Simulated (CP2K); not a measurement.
Two runs for the O K edge of fluorooxirane. Run A: CP2K XAS_TDP, all-electron GAPW, PBEh(45%), aug-cc-pVDZ, TDA, no relativity. Run B differs in one setting.

First lines with a strength over 0.0015. A:

```
              atom  energy (eV)  states  strength, one atom
O4 (bonded to 2 C)       530.57       1              0.0429
                         532.31       1              0.0351
                         533.57       1              0.0032
                         533.78       1              0.0058
                         534.47       1              0.0173
```

B:

```
              atom  energy (eV)  states  strength, one atom
O4 (bonded to 2 C)       530.63       1              0.0472
                         532.56       1              0.0432
                         534.33       1              0.0113
                         538.76       1              0.0037
                         543.73       1              0.0187
```

**Question.** Which was it: scalar relativity switched on, the functional, GW2X switched on, the basis?

The basis (basis from aug-cc-pVDZ to 6-31G*; the lines alone don't name the new value). A basis moves diffuse and continuum lines far more than the leading valence line. Against PBEh(45%) in aug-cc-pVDZ, the leading line moves by +0.06 eV, to 530.63 eV; the strength of O4's goes from 0.0429 to 0.0472. The next line of O4 over the strength cut lies 1.93 eV higher, against 1.74.

[Banner, clock and machine lines of the logs are left out without a mark of their own.]

[Logs are printed without paths, hosts, clocks, repeated set-up lines and the standing remarks that a program may print on its own settings, such as how far it seeks lower states.]

[Hosts, paths, dates, database ids (printed as entryN), source tags and the programs' standing remarks are cut or masked in the printed files.]
